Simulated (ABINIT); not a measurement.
An input for ABINIT 10.8.3 (TiO2 (Pnma)):

```
acell 3*1.0 Angstrom
rprim 
  5.986834770000 0.000000000000 0.000000000000
  0.000000000000 3.772993030000 0.000000000000
  0.000000000000 0.000000000000 9.073150710000
ntypat 2
znucl 22 8
natom 12
typat 1 1 1 1 2 2 2 2 2 2 2 2
xred 
  0.487873190000 0.250000000000 0.864147280000
  0.512126810000 0.750000000000 0.135852720000
  0.987873190000 0.250000000000 0.635852720000
  0.012126810000 0.750000000000 0.364147280000
  0.462318310000 0.750000000000 0.918317800000
  0.736100800000 0.250000000000 0.754532560000
  0.263899200000 0.750000000000 0.245467440000
  0.537681690000 0.250000000000 0.081682200000
  0.962318310000 0.750000000000 0.581682200000
  0.236100800000 0.250000000000 0.745467440000
  0.763899200000 0.750000000000 0.254532560000
  0.037681690000 0.250000000000 0.418317800000
pp_dirpath "pseudos"
pseudos "Ti.upf, O.upf"
ecut 38
ngkpt 4 4 2
nshiftk 1
shiftk 0 0 0
kptopt 1
chksymbreak 0
nband 58
occopt 1
tolvrs 1e-08
nstep 60
prtwf 0
optforces 0
optstress 0
indata_prefix "in"
outdata_prefix "out"
tmpdata_prefix "tmp"
```

```sh
OMP_NUM_THREADS=1 mpirun -n 8 abinit run.abi > log
```

Q: How long will it take on 8 MPI ranks of Arm Neoverse V2, shared host, and how much memory?

It took 3.1 min; on shared hardware allow 93 s to 6.2 min. Peak host memory was 1.2 GiB.

[Paths, hosts, dates, memory and timing lines, banners, echoed tables and standing remarks are left out of the program output.]

[Logs are printed without paths, hosts, clocks, repeated set-up lines and the standing remarks that a program may print on its own settings, such as how far it seeks lower states.]

[Runs of the session that timed out or met a known fault of the program may be left out.]

[Hosts, paths, dates, database ids (printed as entryN), source tags and the programs' standing remarks are cut or masked in the printed files.]

[G0W0 gaps are taken among the corrected bands and points alone; a level outside them can change the order at an edge.]

[Where Ansatz stands beside ABINIT at settings called matched, ABINIT's density can come from a denser mesh and the files from another edition; pairs whose starting gaps differed by over 0.03 eV were left out, so agreement reads better than it is.]
